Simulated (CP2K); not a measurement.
Two runs for the B K edge of boron trifluoride. Run A: CP2K XAS_TDP, all-electron GAPW, PBEh(45%), aug-cc-pVTZ, TDA, no relativity. Run B differs in one setting.

First lines with a strength over 0.0015. A:

| atom | energy (eV) | states | strength, one atom |
| --- | --- | --- | --- |
| B2 (bonded to 3 F) | 189.91 | 1 | 0.1017 |
|  | 194.61 | 1 | 0.0042 |
|  | 194.73 | 2 | 0.0020 |
|  | 196.96 | 1 | 0.0113 |
|  | 196.97 | 1 | 0.0101 |

B:

| atom | energy (eV) | states | strength, one atom |
| --- | --- | --- | --- |
| B2 (bonded to 3 F) | 197.79 | 1 | 0.0976 |
|  | 202.49 | 1 | 0.0041 |
|  | 202.61 | 2 | 0.0019 |
|  | 204.84 | 1 | 0.0108 |
|  | 204.86 | 1 | 0.0097 |

Q: Which was it: the basis, scalar relativity switched on, GW2X switched on, the functional?

GW2X switched on. GW2X shifts an atom's lines together and keeps their spacings. Against PBEh(45%) in aug-cc-pVTZ, the leading line moves by +7.88 eV, to 197.79 eV.

[Hosts, paths, dates, database ids (printed as entryN), source tags and the programs' standing remarks are cut or masked in the printed files.]
